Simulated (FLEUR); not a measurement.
# FeGe: a ladder in the smearing, part 3 of 4

Wanted: the cheapest choice of the smearing that holds the magnetic results of FeGe.

FLEUR MaX-R8.1; PBE; all-electron FLAPW, Dirac cores, scalar-relativistic bands.

So far, largest spin moment in the muffin-tin sphere (μB): step 4 (rung 2 (width 0.25 eV), start ferro ++++) 1.09; step 6 (rung 3 (width 0.12 eV), start ferro ++++) 1.23; step 7 (rung 3 (width 0.12 eV), start antiferro ++--) 0.968; step 8 (rung 4 (width 0.05 eV), start ferro ++++) 1.21.

The database entry behind the starting cell differs from later determinations by our own check (about 0.2 % short), so it need not match the best structure at ambient conditions.

**9. Rung 4 (width 0.05 eV), start antiferro ++--**

The input, inp.xml:

```
<?xml version="1.0" encoding="UTF-8" standalone="no"?>
<fleurInput fleurInputVersion="0.39">
   <comment>
      FeGe
   </comment>
   <calculationSetup>
      <cutoffs Kmax="3.74" Gmax="11.2" GmaxXC="11.2" numbands="0"/>
      <scfLoop itmax="90" minDistance="0.00002" maxIterBroyd="15" imix="Anderson" alpha="0.05" precondParam="0.0" spinf="2.0" sdNocoIR="T"/>
      <coreElectrons ctail="T" frcor="F" kcrel="0" coretail_lmax="0"/>
      <xcFunctional name="pbe" relativisticCorrections="F"/>
      <magnetism jspins="2"/>
      <soc l_soc="F" theta="0.0" phi="0.0" spav="F"/>
      <expertModes spex="0" secvar="F"/>
      <geometryOptimization l_f="F" forcealpha="1.0" forcemix="BFGS" epsdisp="0.00001" epsforce="0.00001"/>
      <ldaU l_linMix="F" mixParam="0.05" spinf="1.0"/>
   </calculationSetup>
   <cell>
      <bzIntegration valenceElectrons="120.0" mode="hist" fermiSmearingEnergy="0.00183747">
         <kPointListSelection listName="default-1"/>
         <xi:include xmlns:xi="http://www.w3.org/2001/XInclude" href="kpts.xml"> </xi:include>
      </bzIntegration>
      <xi:include xmlns:xi="http://www.w3.org/2001/XInclude" href="sym.xml"> </xi:include>
      <bulkLattice scale="1.0">
         <bravaisMatrix>
            <row-1>    8.8609257982493990     0.0000000000000000     0.0000000000000000</row-1>
            <row-2>    0.0000000000000000     8.8609257982493990     0.0000000000000000</row-2>
            <row-3>    0.0000000000000000     0.0000000000000000     8.8609257982493990</row-3>
         </bravaisMatrix>
      </bulkLattice>
   </cell>
   <atomSpecies>
      <species name="Iron (Fe) 2.800" element="Fe" atomicNumber="26">
         <mtSphere radius="2.19" gridPoints="725" logIncrement="0.017"/>
         <atomicCutoffs lmax="8" lnonsphr="6"/>
         <electronConfig flipSpins="F">
            <coreConfig>(1s1/2) (2s1/2) (2p1/2) (2p3/2)</coreConfig>
            <valenceConfig>(3s1/2) (3p1/2) (3p3/2) (4s1/2) (3d3/2) (3d5/2)</valenceConfig>
            <stateOccupation state="(3d3/2)" spinUp="1.4" spinDown="1.0"/>
            <stateOccupation state="(3d5/2)" spinUp="3.0" spinDown="0.6"/>
         </electronConfig>
         <energyParameters s="4" p="4" d="3" f="4"/>
         <lo type="SCLO" l="0" n="3" eDeriv="0"/>
         <lo type="SCLO" l="1" n="3" eDeriv="0"/>
      </species>
      <species name="Iron (Fe) -2.800" element="Fe" atomicNumber="26">
         <mtSphere radius="2.19" gridPoints="725" logIncrement="0.017"/>
         <atomicCutoffs lmax="8" lnonsphr="6"/>
         <electronConfig flipSpins="F">
            <coreConfig>(1s1/2) (2s1/2) (2p1/2) (2p3/2)</coreConfig>
            <valenceConfig>(3s1/2) (3p1/2) (3p3/2) (4s1/2) (3d3/2) (3d5/2)</valenceConfig>
            <stateOccupation state="(3d3/2)" spinUp="1.0" spinDown="1.4"/>
            <stateOccupation state="(3d5/2)" spinUp="0.6" spinDown="3.0"/>
         </electronConfig>
         <energyParameters s="4" p="4" d="3" f="4"/>
         <lo type="SCLO" l="0" n="3" eDeriv="0"/>
         <lo type="SCLO" l="1" n="3" eDeriv="0"/>
      </species>
      <species name="Germanium (Ge)" element="Ge" atomicNumber="32">
         <mtSphere radius="2.19" gridPoints="725" logIncrement="0.017"/>
         <atomicCutoffs lmax="8" lnonsphr="6"/>
         <electronConfig flipSpins="F">
            <coreConfig>(1s1/2) (2s1/2) (2p1/2) (2p3/2) (3s1/2) (3p1/2) (3p3/2)</coreConfig>
            <valenceConfig>(4s1/2) (3d3/2) (3d5/2) (4p1/2) (4p3/2)</valenceConfig>
            <stateOccupation state="(4p1/2)" spinUp="0.333333" spinDown="0.333333"/>
            <stateOccupation state="(4p3/2)" spinUp="0.666667" spinDown="0.666667"/>
         </electronConfig>
         <energyParameters s="4" p="4" d="3" f="4"/>
      </species>
   </atomSpecies>
   <atomGroups>
      <atomGroup species="Iron (Fe) 2.800">
         <relPos label="                   1">.1350000000 .1350000000 .1350000000</relPos>
         <relPos label="                   2">.3650000000 -.1350000000 -.3650000000</relPos>
         <force calculate="T" relaxXYZ="TTT"/>
      </atomGroup>
      <atomGroup species="Iron (Fe) -2.800">
         <relPos label="                   3">-.3650000000 .3650000000 -.1350000000</relPos>
         <relPos label="                   4">-.1350000000 -.3650000000 .3650000000</relPos>
         <force calculate="T" relaxXYZ="TTT"/>
      </atomGroup>
      <atomGroup species="Germanium (Ge)">
         <relPos label="                   5">-.1580000000 -.1580000000 -.1580000000</relPos>
         <relPos label="                   6">-.3420000000 .1580000000 .3420000000</relPos>
         <force calculate="T" relaxXYZ="TTT"/>
      </atomGroup>
      <atomGroup species="Germanium (Ge)">
         <relPos label="                   7">.3420000000 -.3420000000 .1580000000</relPos>
         <relPos label="                   8">.1580000000 .3420000000 -.3420000000</relPos>
         <force calculate="T" relaxXYZ="TTT"/>
      </atomGroup>
   </atomGroups>
   <output dos="F" band="F" slice="F">
      <bandDOS minEnergy="-.5*Htr" maxEnergy="0.5*Htr" sigma="0.015" storeEVData="T"/>
      <plotting iplot="0" polar="F">
         <plot TwoD="T" vec1="  1.0  0.0  0.0" vec2="  0.0  1.0  0.0" vec3="  0.0  0.0  1.0" zero="  0.0  0.0  0.0" file="plot"/>
      </plotting>
      <moessbauerParams electricFieldGradient="F" isomerShift="F" coreHyperfine="F" valenceHyperfine="F"/>
   </output>
</fleurInput>
```

The input, crystal.txt:

```
FeGe
&input film=F cartesian=F /
4.68900000000  0.00000000000  0.00000000000
0.00000000000  4.68900000000  0.00000000000
0.00000000000  0.00000000000  4.68900000000
1.8897261246
1.0 1.0 1.0

8
26 0.13500000000  0.13500000000  0.13500000000 : 2.800
26 0.36500000000  0.86500000000  0.63500000000 : 2.800
26 0.63500000000  0.36500000000  0.86500000000 : -2.800
26 0.86500000000  0.63500000000  0.36500000000 : -2.800
32 0.84200000000  0.84200000000  0.84200000000
32 0.65800000000  0.15800000000  0.34200000000
32 0.34200000000  0.65800000000  0.15800000000
32 0.15800000000  0.34200000000  0.65800000000

&kpt div1=6 div2=6 div3=6 gamma=T /
```

Run with:

```bash
OMP_NUM_THREADS=1 inpgen -f crystal.txt > inpgen.log  # inp.xml is then edited as shown
OMP_NUM_THREADS=1 mpirun -n 4 fleur_MPI > fleur.log
```

Log:

```text
[banner, memory and clock lines left out]
Welcome to FLEUR        (www.flapw.de)
      MaX-Release 8.1          (www.max-centre.eu)

 ========== k-point set info ==========
 Selected k-point list: default-1
 k-point list type: mesh
 6 x 6 x 6
 Number of k points: 80

 [... set-up left out ...]
 Iteration:     1   Distance:      18.66417113 me/bohr^3
 Iteration:     2   Distance:      16.99452718 me/bohr^3
 Iteration:     3   Distance:      13.14320689 me/bohr^3
 Iteration:     4   Distance:       7.04899727 me/bohr^3
 Iteration:     5   Distance:       6.26001003 me/bohr^3
[...]
<sumOfEigenvalues value="    -7747.1303724090">
               <coreElectrons value="-7680.2393666037"/>
               <valenceElectrons value="-66.8910058052"/>
            </sumOfEigenvalues>
         [... left out ...]
            <freeEnergy value="-13487.5473577176"/>
            <extrapolationTo0K value="-13487.5462661138"/>
         </totalEnergy>
         <densityConvergence units="me/bohr^3">
            <chargeDensity spin="1" distance="0.0000109051"/>
            <chargeDensity spin="2" distance="0.0000109449"/>
            <overallChargeDensity distance="0.0000128781"/>
            <spinDensity distance="0.0000176516"/>
         </densityConvergence>
      </iteration>
```

Wall time 26 min (4 MPI ranks of Arm Neoverse N1, shared host); peak memory 0.76 GiB.

Numbers from this step:

```
free energy                                                       : -367014.8607 eV
program's band gap on this mesh (in a metal only a level spacing) : 7.83e-8 eV
magnetization                                                     : 0 μB
final state                                                       : antiferromagnetic
largest moment                                                    : 1.081 μB
```

This start lies +55.0 meV a seeded atom from the first, a change of +5.0 meV since rung 3; its largest moment is 1.08 μB.

**10. Rung 5 (width 0.02 eV), start ferro ++++**

Changes to inp.xml since step 9:

```diff
@@ -17,3 +17,3 @@
    <cell>
-      <bzIntegration valenceElectrons="120.0" mode="hist" fermiSmearingEnergy="0.00183747">
+      <bzIntegration valenceElectrons="120.0" mode="hist" fermiSmearingEnergy="0.00073499">
          <kPointListSelection listName="default-1"/>
@@ -44,15 +44,2 @@
       </species>
-      <species name="Iron (Fe) -2.800" element="Fe" atomicNumber="26">
-         <mtSphere radius="2.19" gridPoints="725" logIncrement="0.017"/>
-         <atomicCutoffs lmax="8" lnonsphr="6"/>
-         <electronConfig flipSpins="F">
-            <coreConfig>(1s1/2) (2s1/2) (2p1/2) (2p3/2)</coreConfig>
-            <valenceConfig>(3s1/2) (3p1/2) (3p3/2) (4s1/2) (3d3/2) (3d5/2)</valenceConfig>
-            <stateOccupation state="(3d3/2)" spinUp="1.0" spinDown="1.4"/>
-            <stateOccupation state="(3d5/2)" spinUp="0.6" spinDown="3.0"/>
-         </electronConfig>
-         <energyParameters s="4" p="4" d="3" f="4"/>
-         <lo type="SCLO" l="0" n="3" eDeriv="0"/>
-         <lo type="SCLO" l="1" n="3" eDeriv="0"/>
-      </species>
       <species name="Germanium (Ge)" element="Ge" atomicNumber="32">
@@ -73,5 +60,2 @@
          <relPos label="                   2">.3650000000 -.1350000000 -.3650000000</relPos>
-         <force calculate="T" relaxXYZ="TTT"/>
-      </atomGroup>
-      <atomGroup species="Iron (Fe) -2.800">
          <relPos label="                   3">-.3650000000 .3650000000 -.1350000000</relPos>
@@ -83,5 +67,2 @@
          <relPos label="                   6">-.3420000000 .1580000000 .3420000000</relPos>
-         <force calculate="T" relaxXYZ="TTT"/>
-      </atomGroup>
-      <atomGroup species="Germanium (Ge)">
          <relPos label="                   7">.3420000000 -.3420000000 .1580000000</relPos>
```

Changes to crystal.txt since step 9:

```diff
@@ -11,4 +11,4 @@
 26 0.36500000000  0.86500000000  0.63500000000 : 2.800
-26 0.63500000000  0.36500000000  0.86500000000 : -2.800
-26 0.86500000000  0.63500000000  0.36500000000 : -2.800
+26 0.63500000000  0.36500000000  0.86500000000 : 2.800
+26 0.86500000000  0.63500000000  0.36500000000 : 2.800
 32 0.84200000000  0.84200000000  0.84200000000
```

Log:

```text
[banner, memory and clock lines left out]
Welcome to FLEUR        (www.flapw.de)
      MaX-Release 8.1          (www.max-centre.eu)

 ========== k-point set info ==========
 Selected k-point list: default-1
 k-point list type: mesh
 6 x 6 x 6
 Number of k points: 24

 [... set-up left out ...]
 Iteration:     1   Distance:      19.88476133 me/bohr^3
 Iteration:     2   Distance:      18.35411228 me/bohr^3
 Iteration:     3   Distance:      14.43706431 me/bohr^3
 Iteration:     4   Distance:       6.11940656 me/bohr^3
 Iteration:     5   Distance:       6.79956585 me/bohr^3
[...]
<sumOfEigenvalues value="    -7747.1665288980">
               <coreElectrons value="-7680.2614316550"/>
               <valenceElectrons value="-66.9050972431"/>
            </sumOfEigenvalues>
         [... left out ...]
            <freeEnergy value="-13487.5545013859"/>
            <extrapolationTo0K value="-13487.5543247062"/>
         </totalEnergy>
         <densityConvergence units="me/bohr^3">
            <chargeDensity spin="1" distance="0.0000071759"/>
            <chargeDensity spin="2" distance="0.0000088097"/>
            <overallChargeDensity distance="0.0000095415"/>
            <spinDensity distance="0.0000129293"/>
         </densityConvergence>
      </iteration>
```

It took 7.3 min on 4 MPI ranks; peak memory 0.34 GiB.

This step gave:

```
free energy                                                       : -367015.0551 eV
program's band gap on this mesh (in a metal only a level spacing) : 0.01182 eV
magnetization                                                     : 4.229 μB
final state                                                       : ferromagnetic, with opposed induced moments
largest moment                                                    : 1.182 μB
```

The largest moment moves by -0.03 μB from rung 4, at 1.4 times its CPU time.

**11. Rung 5 (width 0.02 eV), start antiferro ++--**

Changes to inp.xml since step 10:

```diff
@@ -44,2 +44,15 @@
       </species>
+      <species name="Iron (Fe) -2.800" element="Fe" atomicNumber="26">
+         <mtSphere radius="2.19" gridPoints="725" logIncrement="0.017"/>
+         <atomicCutoffs lmax="8" lnonsphr="6"/>
+         <electronConfig flipSpins="F">
+            <coreConfig>(1s1/2) (2s1/2) (2p1/2) (2p3/2)</coreConfig>
+            <valenceConfig>(3s1/2) (3p1/2) (3p3/2) (4s1/2) (3d3/2) (3d5/2)</valenceConfig>
+            <stateOccupation state="(3d3/2)" spinUp="1.0" spinDown="1.4"/>
+            <stateOccupation state="(3d5/2)" spinUp="0.6" spinDown="3.0"/>
+         </electronConfig>
+         <energyParameters s="4" p="4" d="3" f="4"/>
+         <lo type="SCLO" l="0" n="3" eDeriv="0"/>
+         <lo type="SCLO" l="1" n="3" eDeriv="0"/>
+      </species>
       <species name="Germanium (Ge)" element="Ge" atomicNumber="32">
@@ -60,2 +73,5 @@
          <relPos label="                   2">.3650000000 -.1350000000 -.3650000000</relPos>
+         <force calculate="T" relaxXYZ="TTT"/>
+      </atomGroup>
+      <atomGroup species="Iron (Fe) -2.800">
          <relPos label="                   3">-.3650000000 .3650000000 -.1350000000</relPos>
@@ -67,2 +83,5 @@
          <relPos label="                   6">-.3420000000 .1580000000 .3420000000</relPos>
+         <force calculate="T" relaxXYZ="TTT"/>
+      </atomGroup>
+      <atomGroup species="Germanium (Ge)">
          <relPos label="                   7">.3420000000 -.3420000000 .1580000000</relPos>
```

Changes to crystal.txt since step 10:

```diff
@@ -11,4 +11,4 @@
 26 0.36500000000  0.86500000000  0.63500000000 : 2.800
-26 0.63500000000  0.36500000000  0.86500000000 : 2.800
-26 0.86500000000  0.63500000000  0.36500000000 : 2.800
+26 0.63500000000  0.36500000000  0.86500000000 : -2.800
+26 0.86500000000  0.63500000000  0.36500000000 : -2.800
 32 0.84200000000  0.84200000000  0.84200000000
```

Log:

```text
[banner, memory and clock lines left out]
Welcome to FLEUR        (www.flapw.de)
      MaX-Release 8.1          (www.max-centre.eu)

 ========== k-point set info ==========
 Selected k-point list: default-1
 k-point list type: mesh
 6 x 6 x 6
 Number of k points: 80

 [... set-up left out ...]
 Iteration:     1   Distance:      18.70398987 me/bohr^3
 Iteration:     2   Distance:      17.00476687 me/bohr^3
 Iteration:     3   Distance:      13.14457877 me/bohr^3
 Iteration:     4   Distance:       7.44475387 me/bohr^3
 Iteration:     5   Distance:       6.11843364 me/bohr^3
[...]
<sumOfEigenvalues value="    -7747.1306789252">
               <coreElectrons value="-7680.2375979007"/>
               <valenceElectrons value="-66.8930810245"/>
            </sumOfEigenvalues>
         [... left out ...]
            <freeEnergy value="-13487.5465426977"/>
            <extrapolationTo0K value="-13487.5464199365"/>
         </totalEnergy>
         <densityConvergence units="me/bohr^3">
            <chargeDensity spin="1" distance="0.0000067490"/>
            <chargeDensity spin="2" distance="0.0000066730"/>
            <overallChargeDensity distance="0.0000073182"/>
            <spinDensity distance="0.0000112517"/>
         </densityConvergence>
      </iteration>
```

Run time: 27 min. Hardware: 4 MPI ranks; peak memory 0.79 GiB.

Numbers from this step:

- free energy: -367014.8385 eV
- program's band gap on this mesh (in a metal only a level spacing): 4.57e-8 eV
- magnetization: 0 μB
- final state: antiferromagnetic
- largest moment: 1.093 μB

This start lies +54.1 meV a seeded atom from the first, a change of -0.9 meV since rung 4; its largest moment is 1.09 μB.

(Part 3 of 4 ends here.)

[Logs and program files are shortened in this print: banners, set-up blocks, solver, clock and traceback lines can be left out without a mark of their own.]

[Logs are printed without paths, hosts, clocks, repeated set-up lines and the standing remarks that a program may print on its own settings, such as how far it seeks lower states.]

[Hosts, paths, dates, database ids (printed as entryN), source tags and the programs' standing remarks are cut or masked in the printed files.]

[Where a cell is said to come from a database of computed structures, the database is the Materials Project.]
